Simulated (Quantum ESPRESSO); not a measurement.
# Al(111), 5 layers against a metal electrode, stepped through the charge of the slab, part 2 of 4

Aim: how the results for Al(111), 5 layers against a metal electrode change with the charge of the slab.

Quantum ESPRESSO 7.5; plane-wave DFT, PBE, GBRV ultrasoft pseudopotentials.

So far. Step 2 (Relaxing cell and ions of the reference):  The last row is no step: it is a fresh SCF in the final cell with a new plane-wave basis, +0 meV from the row before.

**3. Relaxing the ions of the reference**

What the set-up leaves free in this member is relaxed.

System of this step: Al(111), 5 layers. The cell holds 5 atoms: 5 Al. Its edges and angles: a = 2.856 Å, b = 2.856 Å, c = 24.290 Å, α = 90.0°, β = 90.0°, γ = 60.0°. It derives from Al. Vacuum lies along c.

File ref.relax.in:

```
&control
  prefix = 'ref.relax'
  outdir = './out'
  pseudo_dir = './pseudo'
  nstep = 40
  forc_conv_thr = 0.001
  calculation = 'relax'
/
&system
  ibrav = 0
  nat = 5
  ntyp = 1
  ecutwfc = 40
  ecutrho = 200
  occupations = 'smearing'
  smearing = 'mv'
  degauss = 0.02
/
&electrons
  conv_thr = 1e-08
  mixing_beta = 0.4
  electron_maxstep = 120
  mixing_mode = 'local-TF'
/
&ions
/
ATOMIC_SPECIES
  Al  26.9815  al_pbe_v1.uspp.F.UPF
CELL_PARAMETERS angstrom
  2.85639309470453 0.00000000000000 0.00000000000000
  1.42819654735226 2.47370898320857 0.00000000000000
  0.00000000000000 0.00000000000000 24.29023653800280
ATOMIC_POSITIONS crystal
  Al  0.666666666700 0.666666666700 0.307969330232
  Al  0.000000000000 0.000000000000 0.403984665116
  Al  0.333333333300 0.333333333300 0.500000000000 0 0 0
  Al  0.666666666700 0.666666666700 0.596015334884
  Al  0.000000000000 0.000000000000 0.692030669768
K_POINTS automatic
  12 12 1 0 0 0
```

On the command line:

```
OMP_NUM_THREADS=1 mpirun -n 2 pw.x -nk 2 -in ref.relax.in > ref.relax.out
```

Log:

```text
[banner, memory and clock lines left out]
Program PWSCF v.7.5 starts

          URL

     Message from routine setup:
     using ibrav=0 with symmetry is DISCOURAGED, use correct ibrav instead

     G-vector sticks info

     bravais-lattice index     =            0
     lattice parameter (alat)  =       5.3978  a.u.
     unit-cell volume          =    1158.2303 (a.u.)^3
     number of atoms/cell      =            5
     number of atomic types    =            1
     number of electrons       =        15.00
     number of Kohn-Sham states=           12
     kinetic-energy cutoff     =      40.0000  Ry
     charge density cutoff     =     200.0000  Ry
     scf convergence threshold =      1.0E-08
     mixing beta               =       0.4000
     number of iterations used =            8  local-TF  mixing
     energy convergence thresh.=      1.0E-04
     force convergence thresh. =      1.0E-03
     Exchange-correlation= SLA  PW   PBE  PBE
                           (   1   4   3   4   0   0   0)
     nstep                     =           40

     celldm(1)=   5.397801  celldm(2)=   0.000000  celldm(3)=   0.000000
     celldm(4)=   0.000000  celldm(5)=   0.000000  celldm(6)=   0.000000

     crystal axes: (cart. coord. in units of alat)
               a(1) = (   1.000000   0.000000   0.000000 )
               a(2) = (   0.500000   0.866025   0.000000 )
               a(3) = (   0.000000   0.000000   8.503814 )

     reciprocal axes: (cart. coord. in units 2 pi/alat)
               b(1) = (  1.000000 -0.577350  0.000000 )
               b(2) = (  0.000000  1.154701  0.000000 )
               b(3) = (  0.000000  0.000000  0.117594 )

     PseudoPot. # 1 for Al read from file:
     ./pseudo/al_pbe_v1.uspp.F.UPF
     Pseudo is Ultrasoft + core correction, Zval =  3.0
     Generated by new atomic code, or converted to UPF format
     Using radial grid of  893 points,  3 beta functions with:
                l(1) =   0
                l(2) =   1
                l(3) =   2
     Q(r) pseudized with  8 coefficients,  rinner =    0.900   0.900   0.900
                                                       0.900   0.900

     atomic species   valence    mass     pseudopotential
     Al                3.00    26.98150     Al( 1.00)

     12 Sym. Ops., with inversion, found ( 6 have fractional translation)

   Cartesian axes

     site n.     atom                  positions (alat units)
         1        Al     tau(   1) = (   1.0000000   0.5773503   2.6189140  )
         2        Al     tau(   2) = (   0.0000000   0.0000000   3.4354106  )
         3        Al     tau(   3) = (   0.5000000   0.2886751   4.2519072  )
         4        Al     tau(   4) = (   1.0000000   0.5773503   5.0684037  )
         5        Al     tau(   5) = (   0.0000000   0.0000000   5.8849003  )

     number of k points=    19  Marzari-Vanderbilt smearing, width (Ry)=  0.0200
                       cart. coord. in units 2pi/alat
        k(    1) = (   0.0000000   0.0000000   0.0000000), wk =   0.0138889
        k(    2) = (   0.0000000   0.0962250   0.0000000), wk =   0.0833333
        k(    3) = (   0.0000000   0.1924501   0.0000000), wk =   0.0833333
        k(    4) = (   0.0000000   0.2886751   0.0000000), wk =   0.0833333
        k(    5) = (   0.0000000   0.3849002   0.0000000), wk =   0.0833333
        k(    6) = (   0.0000000   0.4811252   0.0000000), wk =   0.0833333
        k(    7) = (   0.0000000  -0.5773503   0.0000000), wk =   0.0416667
        k(    8) = (   0.0833333   0.1443376   0.0000000), wk =   0.0833333
        k(    9) = (   0.0833333   0.2405626   0.0000000), wk =   0.1666667
        k(   10) = (   0.0833333   0.3367877   0.0000000), wk =   0.1666667
        k(   11) = (   0.0833333   0.4330127   0.0000000), wk =   0.1666667
        k(   12) = (   0.0833333  -0.6254628   0.0000000), wk =   0.1666667
        k(   13) = (   0.1666667   0.2886751   0.0000000), wk =   0.0833333
        k(   14) = (   0.1666667   0.3849002   0.0000000), wk =   0.1666667
        k(   15) = (   0.1666667  -0.6735753   0.0000000), wk =   0.1666667
        k(   16) = (   0.1666667  -0.5773503   0.0000000), wk =   0.0833333
        k(   17) = (   0.2500000  -0.7216878   0.0000000), wk =   0.0833333
        k(   18) = (   0.2500000  -0.6254628   0.0000000), wk =   0.1666667
        k(   19) = (   0.3333333  -0.5773503   0.0000000), wk =   0.0277778

     Dense  grid:    55131 G-vectors     FFT dimensions: (  27,  27, 216)

     Smooth grid:    39473 G-vectors     FFT dimensions: (  24,  24, 192)

     Initial potential from superposition of free atoms

     starting charge      14.9877, renormalised to      15.0000

     negative rho (up, down):  1.178E-04 0.000E+00
     Starting wfcs are   20 randomized atomic wfcs

     per-process dynamical memory:    44.6 Mb

     Self-consistent Calculation

     iteration #  1     ecut=    40.00 Ry     beta= 0.40
     Davidson diagonalization with overlap
     ethr =  1.00E-02,  avg # of iterations =  3.6

     negative rho (up, down):  2.225E-06 0.000E+00

     total energy              =     -33.50751638 Ry
     estimated scf accuracy    <       0.35977950 Ry

     iteration #  2     ecut=    40.00 Ry     beta= 0.40
     Davidson diagonalization with overlap
     ethr =  2.40E-03,  avg # of iterations =  1.0

     negative rho (up, down):  5.846E-04 0.000E+00

     total energy              =     -33.46853753 Ry
     estimated scf accuracy    <       0.22424074 Ry

     iteration #  3     ecut=    40.00 Ry     beta= 0.40
     Davidson diagonalization with overlap
     ethr =  1.49E-03,  avg # of iterations =  2.4

     total energy              =     -33.48705764 Ry
     estimated scf accuracy    <       0.01643580 Ry

     iteration #  4     ecut=    40.00 Ry     beta= 0.40
     Davidson diagonalization with overlap
     ethr =  1.10E-04,  avg # of iterations =  5.3

     negative rho (up, down):  6.859E-05 0.000E+00

     total energy              =     -33.48678209 Ry
     estimated scf accuracy    <       0.01983021 Ry

     iteration #  5     ecut=    40.00 Ry     beta= 0.40
     Davidson diagonalization with overlap
     ethr =  1.10E-04,  avg # of iterations =  1.9

     total energy              =     -33.48749417 Ry
     estimated scf accuracy    <       0.00561797 Ry

     iteration #  6     ecut=    40.00 Ry     beta= 0.40
     Davidson diagonalization with overlap
     ethr =  3.75E-05,  avg # of iterations =  1.3

     total energy              =     -33.48654041 Ry
     estimated scf accuracy    <       0.00423720 Ry

     iteration #  7     ecut=    40.00 Ry     beta= 0.40
[...]
Al              -0.0000000000       -0.0000000000        0.6926764358

     XML data file
     NEW-OLD atomic charge density approx. for the potential

     negative rho (up, down):  1.329E-04 0.000E+00

     per-process dynamical memory:    72.7 Mb

     Self-consistent Calculation

     iteration #  1     ecut=    40.00 Ry     beta= 0.40
     Davidson diagonalization with overlap
     ethr =  1.00E-06,  avg # of iterations =  2.4

     Threshold (ethr) on eigenvalues was too large:
     Diagonalizing with lowered threshold

     Davidson diagonalization with overlap
     ethr =  9.19E-08,  avg # of iterations =  2.2

     negative rho (up, down):  1.323E-04 0.000E+00

     total energy              =     -33.48676894 Ry
     estimated scf accuracy    <       0.00001895 Ry

     iteration #  2     ecut=    40.00 Ry     beta= 0.40
     Davidson diagonalization with overlap
     ethr =  1.26E-07,  avg # of iterations =  1.0

     negative rho (up, down):  1.325E-04 0.000E+00

     total energy              =     -33.48676609 Ry
     estimated scf accuracy    <       0.00000913 Ry

     iteration #  3     ecut=    40.00 Ry     beta= 0.40
     Davidson diagonalization with overlap
     ethr =  6.09E-08,  avg # of iterations =  1.7

     negative rho (up, down):  1.326E-04 0.000E+00

     total energy              =     -33.48676769 Ry
     estimated scf accuracy    <       0.00000034 Ry

     iteration #  4     ecut=    40.00 Ry     beta= 0.40
     Davidson diagonalization with overlap
     ethr =  2.27E-09,  avg # of iterations =  1.8

     negative rho (up, down):  1.332E-04 0.000E+00

     total energy              =     -33.48676773 Ry
     estimated scf accuracy    <       0.00000004 Ry

     iteration #  5     ecut=    40.00 Ry     beta= 0.40
     Davidson diagonalization with overlap
     ethr =  2.60E-10,  avg # of iterations =  2.2

     negative rho (up, down):  1.330E-04 0.000E+00

     total energy              =     -33.48676773 Ry
     estimated scf accuracy    <       0.00000006 Ry

     iteration #  6     ecut=    40.00 Ry     beta= 0.40
     Davidson diagonalization with overlap
     ethr =  2.60E-10,  avg # of iterations =  1.2

     negative rho (up, down):  1.330E-04 0.000E+00

     total energy              =     -33.48676774 Ry
     estimated scf accuracy    <          5.6E-10 Ry

     iteration #  7     ecut=    40.00 Ry     beta= 0.40
     Davidson diagonalization with overlap
     ethr =  3.72E-12,  avg # of iterations =  3.2

     negative rho (up, down):  1.327E-04 0.000E+00

     End of self-consistent calculation

          k = 0.0000 0.0000 0.0000 (  5049 PWs)   bands (ev):

    -9.2100  -8.4805  -7.3766  -5.8816  -3.9370  -1.9022   0.5449   2.9002
     4.7382   5.7735   5.9692   7.6967

          k = 0.0000 0.0962 0.0000 (  5031 PWs)   bands (ev):

    -9.0422  -8.3132  -7.2103  -5.7164  -3.7726  -1.7435   0.7020   3.0545
     4.8970   5.9362   6.1319   7.8463

          k = 0.0000 0.1925 0.0000 (  4993 PWs)   bands (ev):

    -8.5397  -7.8124  -6.7123  -5.2221  -3.2813  -1.2685   1.1686   3.5037
     5.3438   6.3739   6.5762   7.0476

          k = 0.0000 0.2887 0.0000 (  4967 PWs)   bands (ev):

    -7.7055  -6.9812  -5.8861  -4.4031  -2.4705  -0.4823   1.9042   3.7092
     4.5156   4.6623   5.6409   6.2491

          k = 0.0000 0.3849 0.0000 (  4948 PWs)   bands (ev):

    -6.5450  -5.8253  -4.7381  -3.2684  -1.3663   0.5408   1.2273   1.9521
     2.9577   3.2560   4.3710   5.4941

          k = 0.0000 0.4811 0.0000 (  4910 PWs)   bands (ev):

    -5.0662  -4.3537  -3.2817  -1.8600  -1.2140  -0.6109   0.1941   0.7815
     2.0759   2.1036   3.9153   4.5468

          k = 0.0000-0.5774 0.0000 (  4896 PWs)   bands (ev):

    -3.2993  -3.2682  -2.6124  -2.5553  -1.6881  -1.4076  -0.1816   0.2874
     1.9114   1.9822   3.6686   3.9428

          k = 0.0833 0.1443 0.0000 (  5003 PWs)   bands (ev):

    -8.7070  -7.9792  -6.8781  -5.3867  -3.4447  -1.4266   1.0142   3.3580
     5.2061   6.2546   6.4489   8.0719

          k = 0.0833 0.2406 0.0000 (  4971 PWs)   bands (ev):

    -8.0386  -7.3132  -6.2159  -4.7299  -2.7933  -0.7954   1.6248   3.9053
     5.3945   5.9589   6.1710   6.8865

          k = 0.0833 0.3368 0.0000 (  4952 PWs)   bands (ev):

    -7.0413  -6.3195  -5.2287  -3.7525  -1.8314   0.1365   2.2388   2.8817
     3.4648   4.3537   4.9874   5.7461

          k = 0.0833 0.4330 0.0000 (  4931 PWs)   bands (ev):

    -5.7214  -5.0054  -3.9253  -2.4702  -0.6550   0.0875   0.8310   1.5207
     1.9318   3.2995   3.8788   5.0563

          k = 0.0833-0.6255 0.0000 (  4904 PWs)   bands (ev):

    -4.0895  -3.3839  -2.3411  -2.1519  -1.5016  -0.9642  -0.2291   1.0788
     1.2707   2.9413   3.0627   4.8025

          k = 0.1667 0.2887 0.0000 (  4963 PWs)   bands (ev):

    -7.2071  -6.4847  -5.3927  -3.9145  -1.9890  -0.0140   2.3306   4.0105
     4.4109   4.9606   5.1214   5.1902

          k = 0.1667 0.3849 0.0000 (  4932 PWs)   bands (ev):

    -6.0502  -5.3326  -4.2492  -2.7858  -0.8966   0.9946   1.6922   2.4140
     3.2315   3.4111   3.8808   4.3598

          k = 0.1667-0.6736 0.0000 (  4942 PWs)   bands (ev):

    -4.5765  -3.8664  -2.7994  -1.3877  -0.7386  -0.1425   0.6441   1.2277
     2.4285   2.5495   3.0641   3.7265

          k = 0.1667-0.5774 0.0000 (  4934 PWs)   bands (ev):

    -2.8171  -2.7846  -2.1357  -2.0720  -1.2162  -0.9344   0.2807   0.7426
     2.2251   2.2810   2.9918   3.7915

          k = 0.2500-0.7217 0.0000 (  4939 PWs)   bands (ev):

    -4.7393  -4.0281  -2.9576  -1.5230   0.2135   0.9303   1.0578   1.6183
     1.9373   2.5341   2.6503   3.0128

          k = 0.2500-0.6255 0.0000 (  4926 PWs)   bands (ev):

    -3.1192  -2.4203  -1.3941  -1.1958  -0.5578  -0.0567   0.6072   0.7363
     1.2575   1.7805   2.4425   2.8564

          k = 0.3333-0.5774 0.0000 (  4914 PWs)   bands (ev):

    -1.3863  -1.3863  -1.3296  -0.7547  -0.6521  -0.6521   0.1542   0.1542
     0.6598   1.4183   2.3820   2.3820

     the Fermi energy is     1.7304 ev

!    total energy              =     -33.48676774 Ry
     estimated scf accuracy    <          7.5E-11 Ry
     smearing contrib. (-TS)   =      -0.00022494 Ry
     internal energy E=F+TS    =     -33.48654280 Ry

     The total energy is F=E-TS. E is the sum of the following terms:
     one-electron contribution =    -218.11322997 Ry
     hartree contribution      =     113.13954078 Ry
     xc contribution           =     -21.29845859 Ry
     ewald contribution        =      92.78560497 Ry

     convergence has been achieved in   7 iterations

     negative rho (up, down):  1.327E-04 0.000E+00

     Forces acting on atoms (cartesian axes, Ry/au):

     atom    1 type  1   force =     0.00000000    0.00000000   -0.00060614
     atom    2 type  1   force =     0.00000000    0.00000000   -0.00087704
     atom    3 type  1   force =     0.00000000   -0.00000000    0.00000000
     atom    4 type  1   force =     0.00000000    0.00000000    0.00087704
     atom    5 type  1   force =     0.00000000    0.00000000    0.00060614

     Total force =     0.001508     Total SCF correction =     0.000007
     Energy error            =      1.3E-05 Ry
     Gradient error          =      8.8E-04 Ry/Bohr

     bfgs converged in   6 scf cycles and   5 bfgs steps
     (criteria: energy <  1.0E-04 Ry, force <  1.0E-03 Ry/Bohr)

     End of BFGS Geometry Optimization

     Final energy             =     -33.4867677393 Ry

     File ./out/ref.relax.bfgs deleted, as requested
Begin final coordinates

ATOMIC_POSITIONS (crystal)
Al               0.6666666667        0.6666666667        0.3073235642
Al              -0.0000000000        0.0000000000        0.4044300901
Al               0.3333333333        0.3333333333        0.5000000000    0   0   0
Al               0.6666666667        0.6666666667        0.5955699099
Al              -0.0000000000       -0.0000000000        0.6926764358
End final coordinates

     XML data file, charge density, pseudopotentials, collected wavefunctions

                                        0.00s GPU  (    1812 calls)
```

The job ended after 76 s (2 MPI ranks of Arm Neoverse V1, shared host; peak memory 0.22 GiB).

Step by step:

```csv
step,energy less that of the first step (eV),largest force (eV/Å)
1,0.0000,0.0875
2,-0.0005,0.0780
3,-0.0010,0.0680
4,-0.0015,0.0537
5,-0.0020,0.0336
6,-0.0022,0.0225
```

The atoms that moved most (Å):

```csv
atom,dx,dy,dz,length
Al5,0.000,0.000,0.016,0.016
Al1,0.000,0.000,-0.016,0.016
Al4,0.000,0.000,-0.011,0.011
Al2,0.000,0.000,0.011,0.011
```

 On the free atoms the largest force ends at 0.023 eV/Å.

This step gave:

| Item | Value |
| --- | --- |
| free energy | -455.6107 eV |
| Fermi energy | 1.730 eV |

(Part 2 of 4 ends here.)

[Logs are printed without paths, hosts, clocks, repeated set-up lines and the standing remarks that a program may print on its own settings, such as how far it seeks lower states.]

[Hosts, paths, dates, database ids (printed as entryN), source tags and the programs' standing remarks are cut or masked in the printed files.]

[Maps of the electrostatic potential energy from Ansatz leave out the sawtooth potential of an applied field or a dipole correction, so their vacuum need not be flat; planar profiles and work functions include it.]
